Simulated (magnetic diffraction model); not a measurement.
## Solving a magnetic structure from powder neutron data: Ce₂Al₂Ge

Space group Cmcm (no. 63), a = 4.0530 Å, b = 26.5720 Å, c = 4.4710 Å.

| site | atom | x | y | z |
| --- | --- | --- | --- | --- |
| 4c | Ce | 0 | 0.5748 | 1/4 |
| 4c | Ce | 1/2 | 0.7063 | 1/4 |
| 4c | Ge | 1/2 | 0.8295 | 1/4 |
| 4c | Al | 0 | 0.9753 | 1/4 |
| 4c | Al | 0 | 0.8812 | 1/4 |

This is a made-up structure (elements placed in a structure type, unrelaxed), so the numbers test the method and describe no known phase.

Only Ce is taken to order (form factors of Ce3+); orders and moment sizes are assumed, and not adapted to the symmetry. Radiation: neutrons of λ = 2.41 Å, 8° to 75°; isotropic B of 0.3 Å² (Ce), 0.36 Å² (Ge) and 0.38 Å² (Al). The intensities are simulated: I ∝ L Σ (|F_N|² + |F_M⊥|²) for unpolarised neutrons, with F_M = 2.695 fm/μB × Σ f(s) S exp(2πi Q·r) exp(−B s²) at Q = H ± k (one set where k and −k are equivalent), only the part normal to Q counting and L = 1/(sin²θ cos θ). For collinear order S is the moment m, which repeats by lattice and centring translations R with the sign exp(−2πi k·R). Form factors are spin-only for 3d ions and dipole or tabulated for f ions, scattering lengths are Sears's of 1992, and absorption is left out. A label names one of the reflections at its angle. The strongest nuclear line in the range is 100, and lines under 0.2 are left out.

Above the ordering temperature:

| 2θ (°) | index | I |
| --- | --- | --- |
| 10.41 | (0 2 0) | 14.0 |
| 20.90 | (0 4 0) | 8.2 |
| 31.58 | (0 6 0) | 9.1 |
| 33.04 | (0 2 1) | 15.5 |
| 35.01 | (1 1 0) | 0.6 |
| 37.92 | (0 4 1) | 13.4 |
| 38.17 | (1 3 0) | 11.1 |
| 42.54 | (0 8 0) | 12.0 |
| 43.91 | (1 5 0) | 3.0 |
| 45.04 | (0 6 1) | 12.0 |
| 47.64 | (1 1 1) | 30.1 |
| 50.14 | (1 3 1) | 100.0 |
| 53.74 | (0 8 1) | 60.9 |
| 53.94 | (0 10 0) | 1.6 |
| 54.89 | (1 5 1) | 46.8 |
| 60.66 | (1 9 0) | 63.2 |
| 61.55 | (1 7 1) | 43.0 |
| 63.68 | (0 10 1) | 0.6 |
| 65.23 | (0 0 2) | 60.3 |
| 65.94 | (0 12 0) | 0.8 |
| 66.27 | (0 2 2) | 0.9 |
| 69.32 | (0 4 2) | 1.9 |
(The table stops after 22 lines; 6 more lie at higher angle.)

Below it (cell unchanged):

```csv
2θ (°),I
10.41,14.0
18.70,25.4
20.90,8.2
26.12,12.2
31.58,9.1
33.04,15.5
35.01,0.6
35.35,1.4
37.92,13.4
38.17,11.1
38.48,25.3
41.42,2.4
42.54,12.0
43.91,3.0
45.04,12.0
46.84,3.1
47.64,30.1
48.95,4.8
50.14,100.0
52.60,6.5
53.74,60.9
53.94,1.6
54.17,7.2
54.89,46.8
56.47,0.4
58.33,1.6
60.51,9.7
60.66,63.2
61.55,43.0
62.66,1.1
63.02,2.9
63.68,0.6
65.23,60.3
65.94,0.8
66.27,0.9
66.83,1.8
```
(The table stops after 36 lines; 10 more lie at higher angle.)

**Question.** Find the propagation vector, then choose among these models:
A. collinear moments along [111], 1.6 μB on Ce; signs + at (0, 0.5748, 1/4), − at (1/2, 0.9252, 3/4), − at (1/2, 0.7063, 1/4), + at (0, 0.7937, 3/4)
B. collinear moments along [111], 1.6 μB on Ce; signs + at (0, 0.5748, 1/4), + at (1/2, 0.9252, 3/4), − at (1/2, 0.7063, 1/4), − at (0, 0.7937, 3/4)
C. collinear moments along [010], 1.6 μB on Ce; signs + at (0, 0.5748, 1/4), − at (1/2, 0.9252, 3/4), − at (1/2, 0.7063, 1/4), + at (0, 0.7937, 3/4)
D. collinear moments along [010], 1.6 μB on Ce; signs + at (0, 0.5748, 1/4), + at (1/2, 0.9252, 3/4), − at (1/2, 0.7063, 1/4), − at (0, 0.7937, 3/4)

The new lines index as (0 2 1/2) at 18.70°, (0 4 1/2) at 26.12°, (0 6 1/2) at 35.35° and (1 1 1/2) at 38.48°, that is as H ± k with k = (0 0 1/2). Half indices mean that the moments reverse under translations with k·R a half-integer, and the magnetic cell has twice the primitive volume.

Magnetic intensity, observed (below minus above) and for each model:

| 2θ (°) | index | observed | A | B | C | D |
| --- | --- | --- | --- | --- | --- | --- |
| 18.70 | (0 2 1/2) | 25.4 | 27.4 | 23.2 | 25.4 | 25.4 |
| 26.12 | (0 4 1/2) | 12.2 | 9.2 | 16.6 | 12.2 | 12.2 |
| 35.35 | (0 6 1/2) | 1.4 | 2.4 | 0.8 | 1.4 | 1.4 |
| 38.48 | (1 1 1/2) | 25.3 | 25.2 | 24.3 | 25.3 | 25.3 |
| 52.60 | (0 4 3/2) | 6.5 | 7.1 | 5.8 | 6.5 | 6.5 |
| 56.47 | (0 10 1/2) | 0.4 | 1.0 | 0.2 | 0.4 | 0.4 |
| 58.33 | (0 6 3/2) | 1.6 | 1.3 | 2.0 | 1.6 | 1.6 |
| 74.82 | (0 10 3/2) | 1.2 | 0.8 | 1.6 | 1.2 | 1.2 |

Models C and D match alike on every line, so these data can't choose among them (such ties are often domains of one structure).

The structure used: k = (0 0 1/2), collinear moments along [010], 1.6 μB on Ce; signs + at (0, 0.5748, 1/4), + at (1/2, 0.9252, 3/4), − at (1/2, 0.7063, 1/4), − at (0, 0.7937, 3/4).

[Logs are printed without paths, hosts, clocks, repeated set-up lines and the standing remarks that a program may print on its own settings, such as how far it seeks lower states.]
